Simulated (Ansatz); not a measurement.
# What SrAlH3 (Pm-3m) distorts into, part 3 of 3

Which phase does SrAlH3 (Pm-3m) fall into along its unstable mode, and how much energy does it gain?

Ansatz 0.2.0; DFT PBEsol, scalar-relativistic, plane waves, PAW; PAW set soft_1.

So far. Step 4 (The mode frozen in, largest atomic shift 0.6 Å): The run ends at a pressure of -1.16 GPa, with forces up to 0.82 eV/Å. Step 5 (Energy along the mode, all amplitudes (two of the runs …): The energy still falls at the last step, so the rise lies beyond the steps tried.

### 7. The new phase in its own primitive cell

The relaxed structure is symmetrised, reduced to its primitive cell and relaxed tightly, as its phonons need.

input.yaml

```yaml
crystal:
  lattice:
    - [5.2089425943, 0.0, 0.0]
    - [0.0, 3.7769341944, 0.0]
    - [-0.3533050906, 0.0, 7.9653731393]
  atoms:
    - { symbol: Sr, position: [0.7721147688, 0.5, 0.2197812308] }
    - { symbol: Sr, position: [0.2278852312, 0.5, 0.7802187692] }
    - { symbol: Al, position: [0.2489213352, 0.0, 0.4146469736] }
    - { symbol: Al, position: [0.7510786648, 0.0, 0.5853530264] }
    - { symbol: H, position: [0.6201719306, 0.0, 0.3774857538] }
    - { symbol: H, position: [0.3798280694, 0.0, 0.6225142462] }
    - { symbol: H, position: [0.0, 0.5, 0.0] }
    - { symbol: H, position: [0.5, 0.5, 0.5] }
    - { symbol: H, position: [0.0, 0.5, 0.5] }
    - { symbol: H, position: [0.5, 0.5, 0.0] }
kpoints:
  mp_grid: { grid: [8, 10, 6] }
hamiltonian:
  xc: pbesol
  pseudopotentials: { kind: paw, azcp: { folder: soft_1 }, xc_functional: pbe }
scf:
  occupations: { method: methfessel_paxton, width: 0.2 }
output:
  forces: true
  stress: true
  eigenvalues: true
relax:
  adjacent_minimum: "off"
  f_tol: 0.001
  max_steps: 60
  cell: { stress_tol: 0.01 }
```

Run with:

```
$ ansatz run input.yaml --threads 4 --pin off --max-ram 10240MiB --backend cpu --events-out ev --progress --plain --runs-dir out
```

The log of the run:

```text
[...]
Crystal: 10 atoms, lattice volume = 156.709 Å³
Basis set: ecut = 420 eV, 3095 PW (Γ), exchange–correlation on 72×54×108 points (8 copies of the dense FFT grid, shifted against one another)
Bands: 26, of which v1, the nominal top of the filled ones, is band 16 counted from 1 (15 counted from 0)
Symmetry: 4 space group operations
[...]
k-points: 156 of 480
[...]
- { symbol: Sr, position: [0.228245, 0.5, 0.780559] }
    - { symbol: Al, position: [0.249056, 0, 0.414484] }
    - { symbol: Al, position: [0.750944, 0, 0.585516] }
    - { symbol: H, position: [0.621473, 2.098081e-19, 0.377934] }
    - { symbol: H, position: [0.378527, -2.098081e-19, 0.622066] }
    - { symbol: H, position: [0, 0.5, 0] }
    - { symbol: H, position: [0.500000, 0.5, 0.5] }
    - { symbol: H, position: [0.0, 0.5, 0.5] }
    - { symbol: H, position: [0.5, 0.5, 0] }
[key lines of the parts left out:]
SCF converged after 6 iterations
Free energy (F): -8126.936330 eV
Fermi energy:    4.432082 eV
P = ⅓ Tr σ = 0.0001 GPa (0.001 kbar)
```

The job ended after 73 s (4 threads of Arm Neoverse V1, shared host; peak memory 0.81 GiB).

Step by step:

| step | energy less that of the first step (eV) | largest force component (eV/Å) | pressure (GPa) | volume (Å³) |
| --- | --- | --- | --- | --- |
| 1 | 0.0000 | 0.0081 | 0.00 | 156.71 |
| 2 | 0.0000 | 0.0339 | -0.05 | 156.69 |
| 3 | -0.0002 | 0.0048 | -0.01 | 156.64 |
| 4 | -0.0003 | 0.0040 | -0.01 | 156.51 |
| 5 | -0.0003 | 0.0019 | 0.00 | 156.45 |
| 6 | -0.0003 | 0.0003 | 0.00 | 156.45 |
| 7* | -0.0002 | 0.0003 | 0.00 | 156.45 |

Relaxation steps marked * repeat the geometry before them on a plane-wave basis chosen anew for their cell, so energy and pressure can jump there. Relaxation step 2 was tried and not accepted.

The run keeps the 4 symmetry operations that the program found, so distortions that break them were not tested.

| cell as run | before | after | change |
| --- | --- | --- | --- |
| a (Å) | 5.209 | 5.200 | -0.2 % |
| b (Å) | 3.777 | 3.769 | -0.2 % |
| c (Å) | 7.973 | 7.990 | +0.2 % |
| β (°) | 92.54 | 92.51 | -0.0 % |
| volume (Å³/atom) | 15.67 | 15.64 | -0.2 % |

The relaxed structure:

```cif
data_structure
_symmetry_space_group_name_H-M 'P 1'
_symmetry_Int_Tables_number 1
_cell_length_a 5.2005
_cell_length_b 3.7687
_cell_length_c 7.9901
_cell_angle_alpha 90.000
_cell_angle_beta 92.512
_cell_angle_gamma 90.000
_cell_volume 156.45
loop_
_atom_site_label
_atom_site_type_symbol
_atom_site_fract_x
_atom_site_fract_y
_atom_site_fract_z
_atom_site_occupancy
Sr1 Sr 0.77176 0.50000 0.21944 1
Sr2 Sr 0.22824 0.50000 0.78056 1
Al3 Al 0.24906 0.00000 0.41448 1
Al4 Al 0.75094 0.00000 0.58552 1
H5 H 0.62147 0.00000 0.37793 1
H6 H 0.37853 0.00000 0.62207 1
H7 H 0.00000 0.50000 0.00000 1
H8 H 0.50000 0.50000 0.50000 1
H9 H 0.00000 0.50000 0.50000 1
H10 H 0.50000 0.50000 0.00000 1
```

Read from the output:

| Property | Result |
| --- | --- |
| pressure | 1.10e-4 GPa |
| volume per atom | 15.64 Å³ |

The largest force component left is 0.29 meV/Å and the pressure is 0.000 GPa, within the tolerances set. The cell now holds 15.64 Å³/atom.

### 8. Modes of the new phase, k-mesh 8×10×6

A relaxed structure may still be a saddle point, so its zone-centre modes are computed. No field response is asked, since the mesh shows no gap.

input.yaml, the sections that differ from step 7:

```yaml
crystal:
  lattice:
    - [5.2004587111, 0.0, 0.0008485675]
    - [0.0, 3.7686990814, 0.0]
    - [-0.351432051, 0.0, 7.9824037379]
  atoms:
    - { symbol: Sr, position: [0.7717553227, 0.5, 0.2194414537] }
    - { symbol: Sr, position: [0.2282446773, 0.5, 0.7805585463] }
    - { symbol: Al, position: [0.2490557554, 0.0, 0.4144840242] }
    - { symbol: Al, position: [0.7509442446, 0.0, 0.5855159758] }
    - { symbol: H, position: [0.6214731476, 0.0, 0.3779337923] }
    - { symbol: H, position: [0.3785268524, 0.0, 0.6220662077] }
    - { symbol: H, position: [0.0, 0.5, 0.0] }
    - { symbol: H, position: [0.5, 0.5, 0.5] }
    - { symbol: H, position: [0.0, 0.5, 0.5] }
    - { symbol: H, position: [0.5, 0.5, 0.0] }
output:
  eigenvalues: true
phonons:
  method: dfpt
# kpoints, hamiltonian, scf: as in step 7
# relax: removed
```

The log of the run:

```text
zone centre: on kpoints.mp_grid the ground state, and the responses unless they are solved on pairs of k-points, stand on 156 of the mesh's 480 k-points, reduced under 2 symmetry operations, with k and −k counted as one. Each operation leaves every solved displacement unchanged or reverses it
[...]
Crystal: 10 atoms, lattice volume = 156.448 Å³
Basis set: ecut = 420 eV, 3095 PW (Γ), exchange–correlation on 72×54×108 points (8 copies of the dense FFT grid, shifted against one another)
Bands: 26, of which v1, the nominal top of the filled ones, is band 16 counted from 1 (15 counted from 0)
Symmetry: 4 space group operations
k-points: 156 of 480 (irreducible under 2 space group operations, time reversal used)
[...]
SCF iter   1: F=—  HF=-8129.109840 eV  |F-HF|=—  |Δ(HF+E_count)|=         —  Δρ=5.29e-2  dr2=6.10e0  ethr=3.10e-3  ⟨swp⟩=10.4  Hψ=29788  notcnv=0
[...]
SCF iter  14: F=-8126.936330 eV  HF=-8126.936330 eV  |F-HF|=9.09e-13  |Δ(HF+E_count)|=  1.82e-11  S|Δr|=    0.00e0  Δρ=2.87e-8  dr2=3.06e-12  ethr=1.00e-12  ⟨swp⟩=16.3  Hψ=28600  notcnv=0
SCF 1 converged in 14 iterations: F = -8126.936330 eV  dr2 = 3.06e-12
[...]
DFPT response loops at Γ: preconditioner auto → Kerker (q_TF=auto, 2.094 Å⁻¹) (partly filled bands, converged f_vac=0.002); β = 1.00, the filter's whole step (`scf.mixing.beta` (0.50) is not read by the response loops under this deck's `scf.mixing.preconditioner`; to damp them name `kerker` or `kerker_dos`, under which they read `scf.mixing.beta`, and type it under 1.00, their step now; both keys bind the ground state too); Broyden in place of MSR1
SCF converged after 14 iterations
[...]
Free energy (F): -8126.936330 eV
[...]
Internal energy: -8126.941170 eV  (E = F + TS)
E sigma→0 (E₀):  -8126.937540 eV
Entropy (-TS):   0.004840 eV (0.484 meV/atom)
Fermi energy:    4.432082 eV
[...]
--- Band table (eV; the first three rows and the last of 156) ---
  k-point 0: bands = [... 12 lower, 1.6774, 2.4896, 3.7105, 4.4774, 5.8501, 6.0044, 6.6994, 7.1571, ... 6 higher]
  k-point 1: bands = [... 12 lower, 1.8339, 2.4956, 3.6911, 4.3015, 5.8655, 6.0048, 6.6842, 7.1815, ... 6 higher]
  k-point 2: bands = [... 12 lower, 2.1340, 2.5063, 3.6537, 3.9550, 5.8882, 6.0054, 6.6862, 7.1592, ... 6 higher]
  k-point 155: bands = [... 12 lower, 0.8169, 3.2250, 3.2370, 3.4866, 6.7548, 6.7679, 6.8913, 7.0581, ... 6 higher]
--- Phonons (Γ-DFPT): 21 representative perturbations + reference, on 156 of 480 k-points (Σ response iterations 65) ---
  k mesh reduced under 2 symmetry operations, with k and −k counted as one. Each operation leaves every solved displacement unchanged or reverses it
  ASR residual: 2.445e-5 → 0.000e0 eV/Å²; symmetrization residual: 5.526e-7 eV/Å²
  ASR residual per site (eV/Å²): 2.45e-5 2.45e-5 4.18e-6 4.18e-6 1.90e-6 1.90e-6 2.63e-6 2.29e-6 1.25e-6 1.10e-5
  Γ frequencies (cm⁻¹): -648.54 -586.59 -519.81 -435.06 -399.23 -370.21 -119.40 0.00 0.00 0.00 71.39 99.15 127.15 163.60 170.17 183.36 224.28 333.97 447.75 584.23 714.23 855.25 867.29 946.00 984.24 1068.02 1255.71 1326.55 1426.46 1533.49
  non-analytic LO–TO correction: not included (Born effective charges unavailable; polar crystals: no LO–TO splitting at Γ)
```

Elapsed: 4.6 min, on 4 threads; peak memory 2 GiB.

Read from the output:

* sum-rule residual before enforcement: 2.45e-5 eV/Å²
* point group: 2/m
* highest optical mode at the zone centre (no LO-TO term): 1533 cm⁻¹
* lowest optical zone-centre mode: -648.5 cm⁻¹

Patterns of degenerate modes are one choice out of their space. The modes at Γ (shares of kinetic energy by element, %) (negative means imaginary):

| mode | frequency (cm⁻¹) | symmetry | Sr % | Al % | H % |
| --- | --- | --- | --- | --- | --- |
| 1 | -648.5 | Au | 0 | 0 | 100 |
| 2 | -586.6 | Bu | 0 | 4 | 96 |
| 3 | -519.8 | Au | 0 | 8 | 92 |
| 4 | -435.1 | Bu | 1 | 0 | 99 |
| 5 | -399.2 | Au | 3 | 9 | 88 |
| 6 | -370.2 | Au | 0 | 5 | 95 |
| 7 | -119.4 | Bg | 0 | 100 | 0 |
| 8 | 0.0 | acoustic | 74 | 23 | 3 |
| 9 | 0.0 | acoustic | 74 | 23 | 3 |
| 10 | 0.0 | acoustic | 74 | 23 | 3 |
| 11 | 71.4 | Bg | 99 | 0 | 0 |
| 12 | 99.2 | Ag | 98 | 2 | 0 |
| 13 | 127.2 | Bu | 24 | 70 | 6 |
| 14 | 163.6 | Ag | 58 | 41 | 0 |
| 15 | 170.2 | Bu | 24 | 72 | 4 |
| 16 | 183.4 | Ag | 43 | 56 | 1 |
| 17 | 224.3 | Au | 22 | 55 | 23 |
| 18 | 334.0 | Ag | 1 | 98 | 1 |
| 19 | 447.8 | Bu | 0 | 1 | 99 |
| 20 | 584.2 | Bu | 0 | 0 | 100 |
| 21 | 714.2 | Bu | 0 | 2 | 98 |
| 22 | 855.2 | Bu | 0 | 1 | 99 |
| 23 | 867.3 | Ag | 0 | 1 | 99 |
| 24 | 946.0 | Bu | 0 | 1 | 99 |
| 25 | 984.2 | Bg | 0 | 0 | 100 |
| 26 | 1068.0 | Au | 0 | 0 | 100 |
| 27 | 1255.7 | Bu | 0 | 2 | 98 |
| 28 | 1326.5 | Ag | 0 | 1 | 99 |
| 29 | 1426.5 | Bu | 0 | 0 | 100 |
| 30 | 1533.5 | Bu | 0 | 0 | 99 |

Displacements in mode 1 (-648.5 cm⁻¹), the largest set to 1:
```
Sr1  0.00  0.00  0.00
Sr2  0.00  0.00  0.00
Al3  0.00 -0.01  0.00
Al4  0.00 -0.01  0.00
H5   0.00  0.03  0.00
H6   0.00  0.03  0.00
H7   0.00 -0.94  0.00
H8   0.00  0.04  0.00
H9   0.00  0.16  0.00
H10  0.00  1.00  0.00
```

Displacements in mode 24 (946.0 cm⁻¹), the largest set to 1:
```
Sr1  0.00  0.00  0.00
Sr2  0.00  0.00  0.00
Al3  0.00  0.00 -0.01
Al4  0.00  0.00 -0.01
H5   0.10  0.00  0.00
H6   0.10  0.00  0.00
H7  -0.06  0.00  0.00
H8  -0.28  0.00  0.24
H9   0.44  0.00  1.00
H10  0.08  0.00  0.06
```

Before it was imposed, the acoustic sum rule was missed by 2.4e-5 eV/Å². Small misses are needed for a sound result but don't prove that mesh and cutoff are converged. The lowest optical mode is imaginary, 648.5i cm⁻¹, so the energy falls along it.

### 9. Results

```json
{
 "unstable mode of the parent": "q = (0, -0.5, -0.5), 742i cm⁻¹",
 "depth at the lowest point sampled": "40.5 meV/atom",
 "largest atomic shift at that point": "0.6 Å",
 "space group reached": "P2/m",
 "energy gained over the parent (first relaxation, on the mesh of the frozen mode)": "279 meV/atom",
 "volume per atom, phase reached": "15.6 Å³",
 "lowest optical zone-centre mode, phase reached": "-649 cm⁻¹",
 "highest optical mode at the zone centre (no LO-TO term), phase reached": "1533 cm⁻¹"
}
```

What this shows: Along this mode the structure falls into P2/m, 279 meV/atom below the parent. At the parent's cell the well is 40.45 meV/atom deep on the steps tried, with its lowest point at a shift of 0.6 Å. That is the last step tried, so the steps alone don't bracket the bottom of the well. Relaxing atoms and cell changes the gain by +238.39 meV/atom against the lowest step (energies at zero smearing). Most of the total comes from this relaxation. The new phase still has an imaginary mode at the zone centre of its cell, so it is a saddle point on the way to a lower structure. Of the 6 patterns followed from this parent, this one ends 238 meV/atom above the lowest, R3m. Each path keeps the symmetry of its pattern, so a lower phase may lie along a pattern not tried. With no gap, or one that is small against the smearing, the frequencies hang on the k mesh and the smearing, most of all near Kohn anomalies. The volume moved by more than a tenth on the k mesh of the start, so the energy gain is rough. The PAW files were made for PBE and serve the other functionals too. A phonon run warned that its eigensolver left some bands unconverged in a pass.

[Long decimals in the printed logs are rounded to 6 places.]

[Logs are printed without paths, hosts, clocks, repeated set-up lines and the standing remarks that a program may print on its own settings, such as how far it seeks lower states.]

[Hosts, paths, dates, database ids (printed as entryN), source tags and the programs' standing remarks are cut or masked in the printed files.]

[Where the starting crystal was built by hand or by swapping elements, it need not be the compound's stable phase.]
